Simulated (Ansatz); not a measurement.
# Direct or indirect: KZnF3 (Pm-3m)

```
Zn K F
1.0
     4.05000    0.00000    0.00000
     0.00000    4.05000    0.00000
     0.00000    0.00000    4.05000
Zn K F
1 1 3
Cartesian
  2.0250 2.0250 2.0250
  0.0000 0.0000 0.0000
  2.0250 0.0000 2.0250
  0.0000 2.0250 2.0250
  2.0250 2.0250 0.0000
```

Method: Ansatz, PBE, independent particles, without spin-orbit coupling, line width 0.2 eV (Gaussian). The band structure gives a fundamental gap of 3.86 eV. The spectrum of vertical transitions near the edge:

| E (eV) | Im ε, E ∥ xyz |
| --- | --- |
| 3.42 | 0.00 |
| 3.60 | 0.00 |
| 3.78 | 0.00 |
| 3.96 | 0.00 |
| 4.14 | 0.00 |
| 4.32 | 0.00 |
| 4.50 | 0.00 |
| 4.68 | 0.00 |
| 4.86 | 0.00 |
| 5.04 | 0.00 |
| 5.22 | 0.00 |
| 5.40 | 0.00 |
| 5.58 | 0.06 |
| 5.76 | 0.24 |
| 5.94 | 0.48 |
| 6.12 | 0.66 |
| 6.30 | 0.80 |
| 6.48 | 0.92 |
| 6.66 | 1.03 |
| 6.84 | 1.12 |

Problem. Is the gap direct or indirect, and about where do vertical transitions set in?

Solution. Indirect, by the band path, whose least direct gap is 5.69 eV. The curves fit this: they stay near zero above 3.86 eV and rise only from about 5.7 eV, though a forbidden direct transition would look alike. Lines are broadened by 0.2 eV, which spreads the edge, and phonons, which would give weak absorption from the fundamental gap up, are left out.

[Logs are printed without paths, hosts, clocks, repeated set-up lines and the standing remarks that a program may print on its own settings, such as how far it seeks lower states.]
